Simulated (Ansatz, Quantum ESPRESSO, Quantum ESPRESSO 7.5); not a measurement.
## 1T-HfO2, layer by layer

What does each added layer of 1T-HfO2 bring in screening, and what does it do to the gap?

Program: Quantum ESPRESSO 7.5. Level of theory: plane-wave DFT, PBEsol, GBRV ultrasoft pseudopotentials (geometry by Ansatz 0.2.0 with PAW datasets; geometry under PBE and PBE-D3(BJ)). Results are calculated unless marked as measured.

## (1) The structure

The cell holds 3 atoms: 2 O and 1 Hf. Its edges and angles: a = 3.240 Å, b = 3.240 Å, c = 19.519 Å, α = 90.0°, β = 90.0°, γ = 120.0°. It derives from HfO2. Vacuum lies along c.

This sheet is a model structure: its symmetry is held, and its stability is not tested here.

## (2) Relaxation with Ansatz, 1 layer

The geometry comes first, from a plane-wave PAW code, so that the later runs on this slab share one structure.

The input, input.yaml:

```yaml
crystal:
  lattice:
    - [3.24, 0.0, 0.0]
    - [-1.62, 2.8059223083, 0.0]
    - [0.0, 0.0, 19.5185908759]
  atoms:
    - { symbol: O, position: [0.6666666667, 0.3333333333, 0.4354822566] }
    - { symbol: Hf, position: [0.0, 0.0, 0.5] }
    - { symbol: O, position: [0.3333333333, 0.6666666667, 0.5645177434] }
kpoints:
  mp_grid: { grid: [12, 12, 1] }
hamiltonian:
  xc: pbe
scf:
  occupations: { method: fermi_dirac, width: 0.05 }
  convergence: { dr2_threshold: 1.0e-08 }
efield:
  axis: 3
  dipole_correction: true
  ramp_position: 0.97
  ramp_width: 0.04
relax:
  f_tol: 0.01
  cell: { fix: [c, alpha, beta] }
output:
  write_potential: true
  write_density: true
  volumetric_format: npy
```

Run with:

```bash
$ ansatz run input.yaml --threads 4 --pin off --max-ram 8192MiB --backend cpu --events-out ev --progress --plain --runs-dir out
```

Numbers of over 12 decimals in the logs are rounded to 6 here.

Output:

```text
Warning: relax.cell: scf.convergence.dr2_threshold = 1e-8 eV is looser than the 3e-10 eV advised for a relaxation that steers and ends on the stress (1e-10 eV for each atom of the cell: 3). What an SCF threshold leaves in a stress goes as its square root, and in the free energy as the threshold itself, and one threshold admits the most on a small cell: [figures from the program's tests cut] Set scf.convergence.dr2_threshold to 3e-10 eV or tighter. The threshold is an SCF's pass mark: one that does not reach it within its budget of iterations ends unconverged, or closes short of it on a stop that the run arms, and scf.convergence.dr2_threshold's page says what that costs each kind of run
Engine: ansatz 0.2.0, x86_64-unknown-linux-gnu
Pseudopotentials: kind: paw
Pseudopotential: O, paw, valence charge 6, recommended cutoff 420 eV (normal), O.paw.azcp
Pseudopotential: Hf, paw, valence charge 26, recommended cutoff 420 eV (normal), Hf.paw.azcp
Functional definition: PBE
  parameter kappa = 0.804
  parameter beta = 0.066725
  exchange = pbe_x(kappa = kappa, mu = beta*pi^2/3)
  correlation = pbe_c(beta = beta)
Crystal: 3 atoms, lattice volume = 177.447 Å³
Basis set: ecut = 420 eV, 3521 PW (Γ), exchange–correlation on 48×48×270 points (8 copies of the dense FFT grid, shifted against one another)
Bands: 23, of which v1, the nominal top of the filled ones, is band 19 counted from 1 (18 counted from 0)
Symmetry: 6 space group operations
k-points: 19 of 144 (time reversal used)
Non-local potential: O, projectors of the file, l = 0: 2, l = 1: 2, l = 2: 1
Non-local potential: Hf, projectors of the file, l = 0: 3, l = 1: 2, l = 2: 2, l = 3: 3
PAW form: soft (Blöchl's): semilocal exchange-correlation on the pseudo side does not see the compensation charge
PAW one-centre angular grid: O, 110 points (default); XC on 64 Gauss nodes
PAW one-centre angular grid: Hf, 590 points (default); XC on 64 Gauss nodes
Initial density: superposition of atomic densities (neutral atoms: chi_scale 0, normalization atom), corrected by the library's trained network
Initial wavefunctions: pseudopotential atomic-orbital guess
Functional: x = pbe(κ = 0.804, μ = 0.219515), c = pbe(β = 0.066725)
SCF iter   1: F=—  HF=-16859.761671 eV  |F-HF|=—  |Δ(HF+E_count)|=         —  Δρ=2.37e-3  dr2=1.32e-2  ethr=1.77e-3  p=0.000 e·Å  D=7.56e-6 V/Å  ΔV_dip=-0.00 eV  dr2_dipole=5.77e-8  V_vac-E_F(+/−)=7.03/7.03 eV  ⟨swp⟩=6.9  Hψ=2188  notcnv=0
efield: sawtooth ramp at fractional position 0.9700 (set: `efield.ramp_position`, or a place that a band, a saddle search or an elastic batch's reference lends), width 0.0400; the density the first Hamiltonian is built on has a dipole p = 0.000 e·Å; the dipole correction subtracts the counter field D = 7.56e-6 V/Å, which shifts the + side's vacuum level by -0.00 eV against the − side's; the planar-averaged density in the ramp window peaks in size at 3.8e-6 e/Å³
preconditioner: auto → none  [insulator: Δε(μ)=3.186 eV  Ē_g=17.059 eV  σ=0.050 eV  W_gap=1.00  n_scr=12 (ndim 8)  ℏωp=16.7 eV  f_vac=0.743  D(μ)=0.00/eV (n_scr^D=0)  ε∞_Penn≈2.0]
SCF iter   2: F=—  HF=-16859.764090 eV  |F-HF|=—  |Δ(HF+E_count)|=   2.42e-3  Δρ=2.93e-3  dr2=1.72e-2  ethr=3.47e-5  p=0.000 e·Å  D=1.79e-4 V/Å  ΔV_dip=-0.00 eV  dr2_dipole=8.04e-7  V_vac-E_F(+/−)=7.07/7.07 eV  ⟨swp⟩=2.4  Hψ=1010  notcnv=0
SCF iter   3: F=—  HF=-16859.761005 eV  |F-HF|=—  |Δ(HF+E_count)|=   3.08e-3  Δρ=6.07e-4  dr2=6.23e-4  ethr=3.47e-5  p=-0.000 e·Å  D=-1.33e-4 V/Å  ΔV_dip=0.00 eV  dr2_dipole=6.25e-7  V_vac-E_F(+/−)=7.10/7.10 eV  ⟨swp⟩=2.0  Hψ=781  notcnv=0
SCF iter   4: F=—  HF=-16859.761403 eV  |F-HF|=—  |Δ(HF+E_count)|=   3.98e-4  Δρ=1.94e-4  dr2=1.09e-4  ethr=1.64e-6  p=0.001 e·Å  D=6.34e-4 V/Å  ΔV_dip=-0.01 eV  dr2_dipole=1.24e-5  V_vac-E_F(+/−)=7.14/7.15 eV  ⟨swp⟩=3.1  Hψ=842  notcnv=0
SCF iter   5: F=—  HF=-16859.761516 eV  |F-HF|=—  |Δ(HF+E_count)|=   1.14e-4  Δρ=2.94e-4  dr2=3.12e-4  ethr=2.87e-7  p=-0.001 e·Å  D=-1.15e-3 V/Å  ΔV_dip=0.02 eV  dr2_dipole=4.05e-5  V_vac-E_F(+/−)=7.17/7.15 eV  ⟨swp⟩=2.7  Hψ=751  notcnv=0  recentre
SCF iter   6: F=—  HF=-16859.761480 eV  |F-HF|=—  |Δ(HF+E_count)|=   3.69e-5  Δρ=5.31e-5  dr2=7.22e-6  ethr=2.87e-7  p=0.000 e·Å  D=1.55e-4 V/Å  ΔV_dip=-0.00 eV  dr2_dipole=7.53e-7  V_vac-E_F(+/−)=7.16/7.16 eV  ⟨swp⟩=2.0  Hψ=543  notcnv=0
SCF iter   7: F=—  HF=-16859.761423 eV  |F-HF|=—  |Δ(HF+E_count)|=   5.70e-5  Δρ=1.05e-5  dr2=1.51e-7  ethr=1.90e-8  p=0.000 e·Å  D=1.40e-5 V/Å  ΔV_dip=-0.00 eV  dr2_dipole=3.49e-9  V_vac-E_F(+/−)=7.16/7.16 eV  ⟨swp⟩=2.5  Hψ=597  notcnv=0
SCF iter   8: F=—  HF=-16859.761423 eV  |F-HF|=—  |Δ(HF+E_count)|=   2.94e-7  Δρ=2.79e-6  dr2=1.31e-8  ethr=3.96e-10  p=-0.000 e·Å  D=-5.45e-6 V/Å  ΔV_dip=0.00 eV  dr2_dipole=1.60e-11  V_vac-E_F(+/−)=7.16/7.16 eV  ⟨swp⟩=3.0  Hψ=1053  notcnv=0
SCF iter   9: F=-16859.761423 eV  HF=-16859.761423 eV  |F-HF|=3.45e-9  |Δ(HF+E_count)|=   4.65e-9  Δρ=9.69e-7  dr2=7.45e-10  ethr=2.63e-11  p=-0.000 e·Å  D=-2.17e-7 V/Å  ΔV_dip=0.00 eV  dr2_dipole=3.88e-12  V_vac-E_F(+/−)=7.17/7.17 eV  ⟨swp⟩=9.5  Hψ=3159  notcnv=0
SCF 1 converged in 9 iterations: F = -16859.761423 eV  dr2 = 7.45e-10
  greatest PAW one-centre occupation: 0.999 electrons in one spin orbital (limit 2), on the Hf atom at site 1 (counted from 0), in its partial waves of l = 0
relax step   1: F+E_penalty+E_count = -16859.76142281 eV  Δ(F+E_penalty+E_count) = +0.000e0 eV  max|allowed force component| = 4.042e0 eV/Å  Δτ_max = 0.0000 Å  P = -5.440 GPa  Ω = 177.447 Å³  fix = [c, alpha, beta]  reactions: c -9.189 GPa  (9 SCF iters, accepted)
Crystal: 3 atoms, lattice volume = 176.853 Å³
Basis set: ecut = 420 eV, 3485 PW (Γ), exchange–correlation on 48×48×270 points (8 copies of the dense FFT grid, shifted against one another)
Initial density: handed on by an earlier stage of this run
Initial wavefunctions: those handed on with the density
iter 1 solved again at ethr=1.30e-3 eV; its pass at ethr=3.10e-3 eV (dr2=4.96e-1 eV) is discarded
SCF iter   1: F=—  HF=-16861.063851 eV  |F-HF|=—  |Δ(HF+E_count)|=         —  Δρ=1.59e-2  dr2=4.99e-1  ethr=1.30e-3  p=0.000 e·Å  D=4.68e-6 V/Å  ΔV_dip=-0.00 eV  dr2_dipole=2.39e-10  V_vac-E_F(+/−)=7.12/7.12 eV  ⟨swp⟩=1.3  Hψ=2711  notcnv=0
[...]
SCF iter   9: F=-16860.985157 eV  HF=-16860.985157 eV  |F-HF|=6.55e-10  |Δ(HF+E_count)|=   9.95e-8  Δρ=1.64e-6  dr2=2.64e-9  ethr=2.63e-11  p=-0.000 e·Å  D=-7.78e-7 V/Å  ΔV_dip=0.00 eV  dr2_dipole=5.47e-13  V_vac-E_F(+/−)=5.32/5.32 eV  ⟨swp⟩=8.8  Hψ=3759  notcnv=0
SCF 3 converged in 9 iterations: F = -16860.985157 eV  dr2 = 2.64e-9
relax step   3: F+E_penalty+E_count = -16860.98515653 eV  Δ(F+E_penalty+E_count) = -1.179e-1 eV  max|allowed force component| = 3.627e-1 eV/Å  Δτ_max = 0.1070 Å  P = +0.932 GPa  Ω = 176.817 Å³  energy of the carried Pulay correction = +6.119e-4 eV  fix = [c, alpha, beta]  reactions: c +0.632 GPa  (9 SCF iters, accepted)
[...]
relax step   4: F+E_penalty+E_count = -16860.99356023 eV  Δ(F+E_penalty+E_count) = -8.404e-3 eV  max|allowed force component| = 2.873e-2 eV/Å  Δτ_max = 0.0126 Å  P = -0.126 GPa  Ω = 179.108 Å³  energy of the carried Pulay correction = -1.603e-3 eV  fix = [c, alpha, beta]  reactions: c -0.061 GPa  (8 SCF iters, accepted)
[...]
relax step   5: F+E_penalty+E_count = -16860.99414321 eV  Δ(F+E_penalty+E_count) = -5.830e-4 eV  max|allowed force component| = 1.567e-3 eV/Å  Δτ_max = 0.0001 Å  P = -0.006 GPa  Ω = 178.709 Å³  energy of the carried Pulay correction = -1.220e-3 eV  fix = [c, alpha, beta]  reactions: c -0.012 GPa  (6 SCF iters, accepted)
Initial wavefunctions: pseudopotential atomic-orbital guess (no wavefunctions were taken with the density)
iter 1 solved again at ethr=4.97e-7 eV; its pass at ethr=3.10e-3 eV (dr2=1.89e-4 eV) is discarded
SCF iter   1: F=—  HF=-16860.995368 eV  |F-HF|=—  |Δ(HF+E_count)|=         —  Δρ=4.24e-5  dr2=3.22e-7  ethr=4.97e-7  p=-0.000 e·Å  D=-4.91e-6 V/Å  ΔV_dip=0.00 eV  dr2_dipole=1.38e-10  V_vac-E_F(+/−)=5.40/5.40 eV  ⟨swp⟩=4.1  Hψ=3503  notcnv=0
efield: sawtooth ramp at fractional position 0.9700 (set: `efield.ramp_position`, or a place that a band, a saddle search or an elastic batch's reference lends), width 0.0400; the density the first Hamiltonian is built on has a dipole p = -0.000 e·Å; the dipole correction subtracts the counter field D = -4.91e-6 V/Å, which shifts the + side's vacuum level by +0.00 eV against the − side's; the planar-averaged density in the ramp window peaks in size at 1.4e-7 e/Å³
eigensolver tolerance schedule: the retry pair's looser diagonalisation over-reported the residual by 585.13 of it (diagonalisation noise at 0.10 of the residual, at the tolerance the schedule requests for it); recorded, not acted on — ethr = c·dr2/N_el stays at c = 1.0e-1
preconditioner: auto → none  [insulator: Δε(μ)=4.833 eV  Ē_g=17.665 eV  σ=0.050 eV  W_gap=1.00  n_scr=12 (ndim 8)  ℏωp=16.7 eV  f_vac=0.763  D(μ)=0.00/eV (n_scr^D=0)  ε∞_Penn≈1.9]
SCF iter   2: F=—  HF=-16860.995451 eV  |F-HF|=—  |Δ(HF+E_count)|=   8.35e-5  Δρ=2.11e-5  dr2=1.64e-7  ethr=8.48e-10  p=0.000 e·Å  D=3.45e-6 V/Å  ΔV_dip=-0.00 eV  dr2_dipole=4.59e-10  V_vac-E_F(+/−)=5.40/5.40 eV  ⟨swp⟩=3.0  Hψ=1001  notcnv=0
SCF iter   3: F=—  HF=-16860.995511 eV  |F-HF|=—  |Δ(HF+E_count)|=   5.96e-5  Δρ=1.16e-5  dr2=7.79e-8  ethr=4.31e-10  p=-0.000 e·Å  D=-1.22e-5 V/Å  ΔV_dip=0.00 eV  dr2_dipole=1.59e-9  V_vac-E_F(+/−)=5.40/5.40 eV  ⟨swp⟩=2.9  Hψ=967  notcnv=0
SCF iter   4: F=—  HF=-16860.995541 eV  |F-HF|=—  |Δ(HF+E_count)|=   3.00e-5  Δρ=3.59e-6  dr2=2.57e-8  ethr=2.05e-10  p=0.000 e·Å  D=9.87e-6 V/Å  ΔV_dip=-0.00 eV  dr2_dipole=2.18e-9  V_vac-E_F(+/−)=5.40/5.40 eV  ⟨swp⟩=2.9  Hψ=759  notcnv=0
SCF iter   5: F=-16860.995544 eV  HF=-16860.995543 eV  |F-HF|=1.26e-6  |Δ(HF+E_count)|=   2.08e-6  Δρ=1.42e-6  dr2=1.74e-9  ethr=2.63e-11  p=-0.000 e·Å  D=-4.26e-6 V/Å  ΔV_dip=0.00 eV  dr2_dipole=7.99e-11  V_vac-E_F(+/−)=5.40/5.40 eV  ⟨swp⟩=10.9  Hψ=3585  notcnv=0
SCF 6 converged in 5 iterations: F = -16860.995544 eV  dr2 = 1.74e-9
relax step   6: F+E_penalty+E_count = -16860.99554442 eV  Δ(F+E_penalty+E_count) = -1.401e-3 eV  max|allowed force component| = 1.495e-3 eV/Å  Δτ_max = 0.0000 Å  P = +0.011 GPa  Ω = 178.709 Å³  fix = [c, alpha, beta]  reactions: c -0.002 GPa  stress off target by 1.76e-2 GPa on what of the cell is left free  SCF on the basis re-selected at this cell (its energy is not comparable with the rows above)  (5 SCF iters)
basis re-selected at this cell: Δ(F+E_penalty+E_count) = -1.401e-3 eV, ΔP = +0.018 GPa vs the last step (what re-selecting the basis moved, of the pressure what is left beyond the Pulay correction that the steps carried, after the strain that the cell walked since its last selection, with what the two solves' SCF thresholds leave and, on support functions, any second-order correction that the steps lacked; it is no m [...]
WARN: The output density's exchange-correlation potential varies sharply where the density is thin. Do not read a vacuum level from v_tot or v_xc, or from such a field of the output density. On a cell that repeats whose density bears no net charge and no dipole along the vacuum's axis use v_es (v_loc + v_h of the components); under efield.dipole_correction with no amplitude use v_es + v_field, which holds any externa [...]
SCF converged after 5 iterations
Free energy (F): -16860.995544 eV
Harris-Foulkes:  -16860.995543 eV  (|F-HF|=1.26e-6)
Internal energy: -16860.995544 eV  (E = F + TS)
E sigma→0 (E₀):  -16860.995544 eV
Fermi energy:    -1.219104 eV
Dipole field:    D = 0.000008 V/Å  (p = 0.000008 e·Å, saw-weighted, corrected)
Work function:   Φ+ = 5.4030 eV   Φ− = 5.4031 eV
Levels:          The Fermi level and band energies are counted from a zero that moves with the ramp; work functions are not
--- Per-component energies (eV) ---
  E_band       = -658.110746
  E_kinetic    = 769.714304
  E_local      = -41135.500342  (includes V_loc(G=0)·N_el)
  E_nonlocal   = -1147.118641
  E_hartree    = 19977.366930
  E_xc         = -446.950685
  E_vxc        = -453.558174  (∫ρ·V_xc dr)
  E_paw        = -7243.175524  (= ΣΔE_a)
  E_vpaw       = 1353.611863  (= ΣTr[D̂ρ^β])
  E_aug_tail   = 0.004928  (compensation charges beyond the density's cutoff)
  E_efield     = 0.000000  (sawtooth field / dipole correction)
  E_vefield    = -0.000063  (∫n·V_field dr)
  E_ewald      = 12364.663485
  E_smearing   = -0.000000  (= −TS)
  E_closure    = -0.000000  (closes the sum)
  Σ components = -16860.995544   (vs F -16860.995544, Δ=0.00e0)
--- Forces (eV/Å), atoms counted from 1 ---
  atom   1  O      0.00000000     0.00000000     0.00137550
  atom   2  Hf    -0.00000000     0.00000000     0.00011156
  atom   3  O      0.00000000    -0.00000000    -0.00149965
  max |Σ_I F_I| component: 1.26e-5 eV/Å
--- Stress (GPa, compression-positive) ---
        0.017633       0.000000      -0.000000
        0.000000       0.017633       0.000000
       -0.000000       0.000000      -0.001998
  P = ⅓ Tr σ = 0.0111 GPa (0.111 kbar)
--- Band table (eV; the first three rows and the last of 19) ---
  k-point 0: bands = [... 15 lower, -6.8618, -4.2446, -3.8698, -3.8698, 1.4720, 1.4720, 1.8175, 3.6464]
  k-point 1: bands = [... 15 lower, -6.7817, -4.2201, -4.0896, -3.9715, 1.4635, 1.6359, 2.0310, 3.7112]
  k-point 2: bands = [... 15 lower, -6.5807, -4.8244, -4.2134, -3.9009, 1.4062, 2.0534, 2.4630, 3.8561]
  k-point 18: bands = [... 15 lower, -6.5008, -4.7392, -4.7391, -4.3147, 1.3912, 2.7299, 2.7300, 6.3111]
--- Relaxed structure (5 steps of the walk, 5 accepted, 1 SCFs on fresh bases) ---
  F+E_penalty+E_count = -16860.99554442 eV   max|allowed force component| = 1.495e-3 eV/Å   (the final SCF, on the basis selected at the relaxed cell)
  cell:  # Å, volume = 178.7093 Å³
    - [3.251502, 4.2567735354268875e-19, 0]
    - [-1.625751, 2.815884, 0]
    - [0, 0, 19.5185908759]
  atoms:
    - { symbol: O, position: [0.666667, 0.333333, 0.450299] }
    - { symbol: Hf, position: [0, 0, 0.500000] }
    - { symbol: O, position: [0.333333, 0.666667, 0.549702] }
```

It took 18 s on 4 threads of Intel Xeon Platinum 8259CL at 2.50GHz (Skylake/Cascade Lake), shared host; peak memory 0.56 GiB; 56 s of CPU time.

Step by step:

```csv
step,energy less that of the first step (eV),largest force component (eV/Å),pressure (GPa),volume (Å³)
1,0.0000,4.0417,-5.44,177.45
2,-1.1059,1.4257,-1.73,176.85
3,-1.2237,0.3627,0.93,176.82
4,-1.2321,0.0287,-0.13,179.11
5,-1.2327,0.0016,-0.01,178.71
6*,-1.2341,0.0015,0.01,178.71
```

Relaxation steps marked * repeat the geometry before them on a plane-wave basis chosen anew for their cell, so energy and pressure can jump there.

Forces are held to the 6 operations that the run works with; a distortion that breaks them can't arise in this run.

```csv
cell as run,before,after,change
a (Å),3.240,3.252,+0.4 %
b (Å),3.240,3.252,+0.4 %
```

The atoms that moved most (Å, along periodic axes as changes of fractional coordinates times the final cell, across vacuum about the mean position):

```csv
atom,dx,dy,dz,length
O1,0.000,0.000,0.289,0.289
O3,0.000,0.000,-0.289,0.289
```

Final coordinates:

```xyz
3
Lattice="3.2515 0.0000 0.0000 -1.6258 2.8159 0.0000 0.0000 0.0000 19.5186" Properties=species:S:1:pos:R:3
O     1.6258    0.9386    8.7892
Hf    0.0000    0.0000    9.7593
O     0.0000    1.8773   10.7294
```

Numbers from this step:

```
free energy                                                      : -16860.9955 eV
Fermi energy                                                     : -1.219 eV
gap by band count                                                : 4.833 eV
symmetry operations                                              : 6
dipole along the normal                                          : 8.36e-6 e·Å
vacuum level at the upper face over a Fermi level inside the gap : 5.403 eV
vacuum level at the lower face over a Fermi level inside the gap : 5.403 eV
```

[end of part 1 of 7]

[Logs are printed without paths, hosts, clocks, repeated set-up lines and the standing remarks that a program may print on its own settings, such as how far it seeks lower states.]

[Hosts, paths, dates, database ids (printed as entryN), source tags and the programs' standing remarks are cut or masked in the printed files.]

[Maps of the electrostatic potential energy from Ansatz leave out the sawtooth potential of an applied field or a dipole correction, so their vacuum need not be flat; planar profiles and work functions include it.]
